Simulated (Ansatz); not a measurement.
## From LDA to G0W0: Y2Ti2O7 (Fd-3m)

Aim: the quasiparticle gap of Y2Ti2O7 (Fd-3m), starting from LDA.

Method: LDA, then G0W0 on it, plane waves, PAW, in Ansatz 0.2.0.

**The experiments to reproduce.**

- Gap 3.44 eV: direct optical gap from Tauc plot; UV-Vis-NIR transmission; bulk crystal (floating-zone single crystal wafer, 1 mm thick) (“Structural, optical and mechanical properties of Y2Ti2O7 single crystal”, 2020, arxiv:2006.07359).

This is a report of a sequence of runs, with most program output left out.

In doubt: masses and optical values from hybrid runs of this build are listed as unsure (in some of the runs), which bears on the screening that GW takes from such a start.

## (1) Starting point

The structure is cubic, space group Fd-3m (No. 227). Conventional cell: a = 10.099 Å, b = 10.099 Å, c = 10.099 Å, α = 90.00°, β = 90.00°, γ = 90.00°. Nearest to Y lie 8 O at 2.19 to 2.48 Å. Ti has 6 O at 1.96 Å nearest. Nearest to O lie 2 Ti at 1.96 Å and 2 Y at 2.48 Å. O has 4 Y at 2.19 Å nearest. Farther neighbours and most contacts between anions are not listed.

Geometry: measured cell, ions relaxed with LDA. The runs that relaxed it are not among those shown. The default PAW set here is soft_2. Its files were made with PBE.

## (2) Bands along the symmetry lines

Levels along a band path and on the mesh show where this functional puts the band edges.

This step: DFT, LDA, plane waves, PAW.

Contents of input.yaml:

```yaml
crystal:
  lattice:
    - [0.0, 5.0493, 5.0493]
    - [5.0493, 0.0, 5.0493]
    - [5.0493, 5.0493, 0.0]
  atoms:
    - { symbol: "Y", position: [0.125, 0.125, 0.125] }
    - { symbol: "Y", position: [0.625, 0.125, 0.125] }
    - { symbol: "Y", position: [0.125, 0.125, 0.625] }
    - { symbol: "Y", position: [0.125, 0.625, 0.125] }
    - { symbol: Ti, position: [0.625, 0.625, 0.625] }
    - { symbol: Ti, position: [0.125, 0.625, 0.625] }
    - { symbol: Ti, position: [0.625, 0.625, 0.125] }
    - { symbol: Ti, position: [0.625, 0.125, 0.625] }
    - { symbol: O, position: [0.5454541437, 0.9545458563, 0.9545458563] }
    - { symbol: O, position: [0.7045458563, 0.2954541437, 0.7045458563] }
    - { symbol: O, position: [0.9545458563, 0.5454541437, 0.5454541437] }
    - { symbol: O, position: [0.2954541437, 0.7045458563, 0.2954541437] }
    - { symbol: O, position: [0.9545458563, 0.5454541437, 0.9545458563] }
    - { symbol: O, position: [0.7045458563, 0.7045458563, 0.2954541437] }
    - { symbol: O, position: [0.5454541437, 0.9545458563, 0.5454541437] }
    - { symbol: O, position: [0.2954541437, 0.2954541437, 0.7045458563] }
    - { symbol: O, position: [0.7045458563, 0.2954541437, 0.2954541437] }
    - { symbol: O, position: [0.9545458563, 0.9545458563, 0.5454541437] }
    - { symbol: O, position: [0.2954541437, 0.7045458563, 0.7045458563] }
    - { symbol: O, position: [0.5454541437, 0.5454541437, 0.9545458563] }
    - { symbol: O, position: [0.0, 0.0, 0.0] }
    - { symbol: O, position: [0.25, 0.25, 0.25] }
kpoints:
  mp_grid: { grid: [4, 4, 4] }
  band_path:
    path:
      - [[0.0, 0.0, 0.0], [0.5, 0.0, 0.5], [0.625, 0.25, 0.625]]
      - [[0.375, 0.375, 0.75], [0.0, 0.0, 0.0], [0.5, 0.5, 0.5], [0.5, 0.25, 0.75], [0.5, 0.0, 0.5]]
    npoints: 10
hamiltonian:
  xc: lda
scf:
  occupations: { method: fermi_dirac, width: 0.02 }
  n_extra_bands: 11
output:
  eigenvalues: true
```

On the command line:

```bash
ansatz run input.yaml --threads 24 --pin off --max-ram 82944MiB --backend cuda --events-out ev --progress --plain --runs-dir out --devices 1 --max-vram 78GiB
```

Wall time 1.8 s (1 × NVIDIA GB200 (shared by 2 runs) with 24 threads of Arm Neoverse V2, shared host); peak memory 1 GiB.

Numbers from this step:

```
filled bands         : 88
gap                  : 2.797 eV
valence top at       : X
conduction bottom at : Γ
least direct gap     : 2.809 eV
```

Over mesh and path the gap is 2.797 eV, from k = (0.500, 0.000, 0.500) to k = Γ. The least direct gap found is 2.809 eV, at k = Γ.

The electronic bands at the labelled points (eV, zero at the top of the highest nominally filled band):

```
    point  band 85  band 86  band 87  band 88  band 89  band 90  band 91  band 92
        Γ    -0.83    -0.01    -0.01    -0.01     2.80     2.80     2.97     3.00
  halfway    -0.62    -0.62    -0.15    -0.15     3.05     3.07     3.11     3.19
        X    -0.57    -0.57     0.00     0.00     3.18     3.18     3.28     3.28
  halfway    -0.60    -0.58    -0.07    -0.02     3.16     3.19     3.19     3.27
        U    -0.60    -0.53    -0.24    -0.07     3.05     3.17     3.22     3.27
jump to K    -0.60    -0.53    -0.24    -0.07     3.05     3.17     3.22     3.27
  halfway    -0.59    -0.54    -0.38    -0.19     2.99     3.10     3.13     3.16
        Γ    -0.83    -0.01    -0.01    -0.01     2.80     2.80     2.97     3.00
  halfway    -0.64    -0.49    -0.23    -0.23     2.96     2.96     3.09     3.17
        L    -0.47    -0.47    -0.37    -0.37     3.01     3.01     3.14     3.18
  halfway    -0.57    -0.56    -0.28    -0.23     3.04     3.10     3.15     3.23
        W    -0.52    -0.52    -0.22    -0.22     3.08     3.08     3.26     3.26
  halfway    -0.61    -0.61    -0.08    -0.08     3.15     3.15     3.21     3.21
        X    -0.57    -0.57     0.00     0.00     3.18     3.18     3.28     3.28
```

## (3) The quasiparticle correction

G0W0 replaces the xc potential by a self-energy built once from the orbitals of the start. Levels are corrected in the window of bands that the input names, at points of the mesh.

This step: G0W0 on LDA, plane waves, PAW.

Changes to input.yaml since step 2:

```diff
@@ -29,8 +29,3 @@
 kpoints:
-  mp_grid: { grid: [4, 4, 4] }
-  band_path:
-    path:
-      - [[0.0, 0.0, 0.0], [0.5, 0.0, 0.5], [0.625, 0.25, 0.625]]
-      - [[0.375, 0.375, 0.75], [0.0, 0.0, 0.0], [0.5, 0.5, 0.5], [0.5, 0.25, 0.75], [0.5, 0.0, 0.5]]
-    npoints: 10
+  mp_grid: { grid: [2, 2, 2] }
 hamiltonian:
@@ -38,5 +33,8 @@
 scf:
-  occupations: { method: fermi_dirac, width: 0.02 }
-  n_extra_bands: 11
-output:
-  eigenvalues: true
+  occupations: { method: fixed }
+gw:
+  n_empty_bands: 968
+  ecut_chi: 140.0
+  qp_bands: [v4, c4]
+  qp_kpoints: band_edges
+  screening: { model: contour_deformation }
```

The job ended after 4.5 s (1 × NVIDIA GB200 (shared by 2 runs) with 24 threads; peak memory 1.8 GiB; 12 s of CPU time).

This step gave:

```yaml
bands_summed: 1056
rpa_eps_infinity_on_this_mesh_eigenvalues: 6.174, 6.174, 6.174
plane_waves_in_the_screening_matrix: 941
q_points_in_the_mesh: 8
g0w0_gap_over_the_corrected_points: 4.644 eV
k_of_the_valence_top: 0, -0.5, -0.5
k_of_the_conduction_bottom: 0, 0, 0
starting_gap_on_the_mesh: 2.782 eV
z_at_the_valence_top: 0.7264
z_at_the_conduction_bottom: 0.7251
least_direct_g0w0_gap_over_the_corrected_points: 4.650 eV
```

Over all 3 irreducible mesh points the G0W0 gap is 4.644 eV, from k = (0.000, -0.500, -0.500) to k = Γ. The LDA gap of this run on the mesh is 2.782 eV. The two states that bound the G0W0 gap lie that far apart at the start, so the correction of the gap is 4.644 − 2.782 = +1.862 eV. The start of this run differs from the step before in mesh (4×4×4 and 2×2×2).

Labels follow the order of the start: v1 is the top filled band, c1 the lowest empty one; levels that stay degenerate share a row, the window can cut a multiplet, doubted levels are not marked in this list, bands outside the window were not corrected, and the list may be a part of the corrected levels. The levels before and after the correction (eV, zero at the valence-band top of each column):

```
           conduction bottom  valence top
Kohn-Sham               2.78         0.00
     G0W0               4.64         0.00
```

```
                         level  occupation  energy (eV)
Kohn-Sham              Γ v3-v1           2       -0.011
Kohn-Sham              Γ c1-c2           0        2.782
Kohn-Sham                 Γ c3           0        2.954
Kohn-Sham     (0 -0.5 -0.5) v3           2       -0.567
Kohn-Sham  (0 -0.5 -0.5) v2-v1           2        0.000
Kohn-Sham  (0 -0.5 -0.5) c1-c2           0        3.165
Kohn-Sham     (0 -0.5 -0.5) c3           0        3.262
     G0W0              Γ v3-v1           2       -0.006
     G0W0              Γ c1-c2           0        4.644
     G0W0                 Γ c3           0        4.662
     G0W0     (0 -0.5 -0.5) v3           2       -0.618
     G0W0  (0 -0.5 -0.5) v2-v1           2        0.000
     G0W0  (0 -0.5 -0.5) c1-c2           0        4.918
     G0W0     (0 -0.5 -0.5) c3           0        5.047
```

The parts of the quasiparticle energy for the two states that bound the G0W0 gap, in eV on the run's own scale (QP = start + Σx + Σc − Vxc, with Σc at the quasiparticle energy):

```
             edge                        k  band   start       Σx      Σc      Vxc      Z      QP
      valence top  (0.000, -0.500, -0.500)    87   9.262  −26.072   4.530  −21.265  0.726   8.986
conduction bottom                        Γ    89  12.044  −13.488  −7.230  −22.304  0.725  13.629
```

## (4) Spin-orbit coupling

This run has two-component orbitals with spin-orbit coupling.

This step: DFT, LDA with spin-orbit coupling, plane waves, PAW.

Changes to input.yaml since step 3:

```diff
@@ -29,3 +29,12 @@
 kpoints:
-  mp_grid: { grid: [2, 2, 2] }
+  mp_grid: { grid: [4, 4, 4] }
+  band_path:
+    path:
+      - [0.0, 0.0, 0.0]
+      - [0.5, 0.0, 0.5]
+      - [0.625, 0.25, 0.625]
+      - [0.375, 0.375, 0.75]
+      - [0.5, 0.5, 0.5]
+      - [0.5, 0.25, 0.75]
+    npoints: 1
 hamiltonian:
@@ -34,7 +43,7 @@
   occupations: { method: fixed }
-gw:
-  n_empty_bands: 968
-  ecut_chi: 140.0
-  qp_bands: [v4, c4]
-  qp_kpoints: band_edges
-  screening: { model: contour_deformation }
+  n_extra_bands: 22
+magnetization:
+  noncollinear: true
+  spin_orbit: true
+output:
+  eigenvalues: true
```

Wall time 2 s (1 × NVIDIA GB200 (shared by 2 runs) with 24 threads); peak memory 1.7 GiB.

This step gave:

* gap: 2.793 eV
* valence top at: Γ
* conduction bottom at: Γ
* least direct gap: 2.793 eV

Over mesh and listed points the gap is 2.793 eV, direct, at k = Γ. LDA+SOC against LDA: 2.793 − 2.797 = −0.004 eV. Mesh, set of files and cutoff are the same, but the valence top lies at another k point, so this need not be the shift of one pair of states. The spin-orbit run sees mesh and listed points alone, so its gap is an upper bound: the coupling can move an edge off these points, and the change over the zone, its sign included where it is small, is not known.

## (5) The runs together

Each gap is the least one over the points named; times are wall times on shared hosts, not benchmarks. A G0W0 time includes the run's own self-consistent start. Runs with listed points see these and the mesh alone, so an edge that moves elsewhere is missed. Rows marked * are further runs, not shown as steps, whose inputs differ from the G0W0 step on the same start in the columns given; solver thresholds can differ too. Rows marked ? have an edge level that the program doubts. Symmetry makes (0.500, 0.000, 0.500) and (0.000, -0.500, -0.500) one point.

```
     level   mesh       files, cutoff   bands summed, screening                         points  gap (eV)              valence top  conduction bottom  least direct gap (eV)   time
       LDA  4×4×4  soft_2 PAW, 420 eV                         -                  mesh and path     2.797    (0.500, 0.000, 0.500)                  Γ                  2.809  1.8 s
   LDA+SOC  4×4×4  soft_2 PAW, 420 eV                         -         mesh and listed points     2.793                        Γ                  Γ                  2.793    2 s
G0W0@LDA*?  2×2×2  soft_2 PAW, 420 eV                247, 42 eV  all 3 irreducible mesh points     4.922                        Γ                  Γ                  4.922  2.1 s
 G0W0@LDA*  2×2×2  soft_2 PAW, 420 eV                538, 84 eV  all 3 irreducible mesh points     4.644                        Γ                  Γ                  4.644  3.1 s
  G0W0@LDA  2×2×2  soft_2 PAW, 420 eV              1056, 140 eV  all 3 irreducible mesh points     4.644  (0.000, -0.500, -0.500)                  Γ                  4.650  4.5 s
 G0W0@LDA*  2×2×2  soft_2 PAW, 420 eV  538, 84 eV, plasmon pole  all 3 irreducible mesh points     4.752                        Γ                  Γ                  4.752  3.3 s
```

Computed less measured, in eV, for the reports listed at the start; nothing is added to the computed values:

```
                       row  computed (eV)  3.44 eV (2020)
                  LDA, gap          2.797          −0.643
              LDA+SOC, gap          2.793          −0.647
             G0W0@LDA, gap          4.644          +1.204
G0W0@LDA, least direct gap          4.650          +1.210
```

## (6) Results

- LDA gap over mesh and path: 2.797 eV, from k = (0.500, 0.000, 0.500) to k = Γ
- G0W0@LDA gap over all 3 irreducible mesh points: 4.644 eV, from k = (0.000, -0.500, -0.500) to k = Γ
- LDA+SOC gap over mesh and listed points: 2.793 eV
- GW settings: 2×2×2 mesh, 968 empty bands, screening to 140 eV
- known limits: finite bands, screening cutoff and k mesh; no spin-orbit coupling in G0W0

What this shows: Over all 3 irreducible mesh points the G0W0 gap is 4.644 eV, from k = (0.000, -0.500, -0.500) to k = Γ. The LDA gap of this run on the mesh is 2.782 eV. The two states that bound the G0W0 gap lie that far apart at the start, so the correction of the gap is 4.644 − 2.782 = +1.862 eV. The valence state moves by 8.986 − 9.262 = −0.276 eV and the conduction state by 13.629 − 12.044 = +1.585 eV, on the run's own scale; how far single levels stand from their limit in bands is not shown. Both edges that LDA shows over mesh and path lie at k points where levels were corrected. Levels at other points were not corrected, so a lower G0W0 gap elsewhere in the zone is not ruled out. From 247 bands and 42 eV to 1056 bands and 140 eV the gap moves by 4.644 − 4.922 = −0.278 eV (rung by rung 4.922, 4.644, 4.644 eV); bands and screening cutoff rise together, so their parts are not told apart. The states that bound the gap change along the series, so no limit is drawn and it is not known. With the plasmon pole model in place of the contour deformation model and all else as in the G0W0@LDA row with 538 bands, the gap differs by 4.752 − 4.644 = +0.108 eV. G0W0 on other starts in this series, not shown as steps and not all at these settings: 5.064 eV on HSE06 (2×2×2, soft_2 PAW, 538 bands, 84 eV). LDA+SOC against LDA: 2.793 − 2.797 = −0.004 eV. Mesh, set of files and cutoff are the same, but the valence top lies at another k point, so this need not be the shift of one pair of states. The spin-orbit run sees mesh and listed points alone, so its gap is an upper bound: the coupling can move an edge off these points, and the change over the zone, its sign included where it is small, is not known. What spin-orbit coupling does to the G0W0 levels was not computed, so no sum with the G0W0 gap is formed. Against experiment, G0W0@LDA at 4.644 eV lies +1.204 eV from 3.44 eV (2020). The differences hold parts that these runs do not separate: finite bands, cutoffs and mesh, points of the zone that were not corrected, the start of G0W0, spin-orbit coupling missing from it, static nuclei, no electron-hole attraction, and what each experiment reads as the gap. How much each gives is not known from the steps shown. The G0W0 runs are scalar-relativistic. No pair of G0W0 runs that differ in the mesh alone is shown (2×2×2 is a supercell whose nearest images lie 14 Å apart), so the error from the mesh is not known here. G0W0 is shown with one set of atomic data (soft_2 PAW), so the error from the files is not known here.

[Paths, hosts, dates, memory and timing lines, banners, echoed tables and standing remarks are left out of the program output.]

[Logs are printed without paths, hosts, clocks, repeated set-up lines and the standing remarks that a program may print on its own settings, such as how far it seeks lower states.]

[Runs of the session that timed out or met a known fault of the program may be left out.]

[Cells called generated may have been cut or substituted from an entry of the Crystallography Open Database or the Materials Project.]

[Hosts, paths, dates, database ids (printed as entryN), source tags and the programs' standing remarks are cut or masked in the printed files.]

[Where an RPA ε∞ is given, it is that of the G0W0 mesh and is not shown converged in it. Names of k-points follow the symmetry that the program found, which can be lower than the space group named. Band edges on a path are those of the sampled points; other points can move an edge, and change direct to indirect where valleys lie close.]

[Hybrid gaps are those of their k-mesh and are not shown converged in it.]
